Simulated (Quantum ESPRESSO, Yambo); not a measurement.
Planning a run of Quantum ESPRESSO 7.5 on WS2 (2H monolayer). The input:

```
&control
  calculation = 'scf'
  prefix = 'x'
  outdir = 'o'
  pseudo_dir = 'pseudo'
/
&system
  ibrav = 0
  nat = 3
  ntyp = 2
  ecutwfc = 62.0
  nbnd = 36
  force_symmorphic = .true.
  noncolin = .true.
  lspinorb = .true.
/
&electrons
  conv_thr = 1e-10
  electron_maxstep = 80
  mixing_beta = 0.5
/
ATOMIC_SPECIES
  W 183.84 W.upf
  S 32.06 S.upf
CELL_PARAMETERS angstrom
  3.1869307851 0.0000000002 0.0000000000
  -1.5934653927 2.7599630198 0.0000000000
  0.0000000000 0.0000000000 16.0000000000
ATOMIC_POSITIONS crystal
  W 0.3333333333 0.6666666667 0.5000000000
  S 0.6666666667 0.3333333333 0.5982130861
  S 0.6666666667 0.3333333333 0.4017869139
K_POINTS automatic
  12 12 1 0 0 0
```

```sh
OMP_NUM_THREADS=1 mpirun -n 16 pw.x -nk 8 -in pw.in > pw.out
```

Estimate wall time and host memory on 16 MPI ranks of Arm Neoverse V2, shared host.

It took 20 s; on shared hardware allow 10 s to 40 s. Peak host memory was 1.8 GiB.

[Paths, hosts, dates, memory and timing lines, banners, echoed tables and standing remarks are left out of the program output.]

[Logs are printed without paths, hosts, clocks, repeated set-up lines and the standing remarks that a program may print on its own settings, such as how far it seeks lower states.]

[Runs of the session that timed out or met a known fault of the program may be left out.]

[Hosts, paths, dates, database ids (printed as entryN), source tags and the programs' standing remarks are cut or masked in the printed files.]
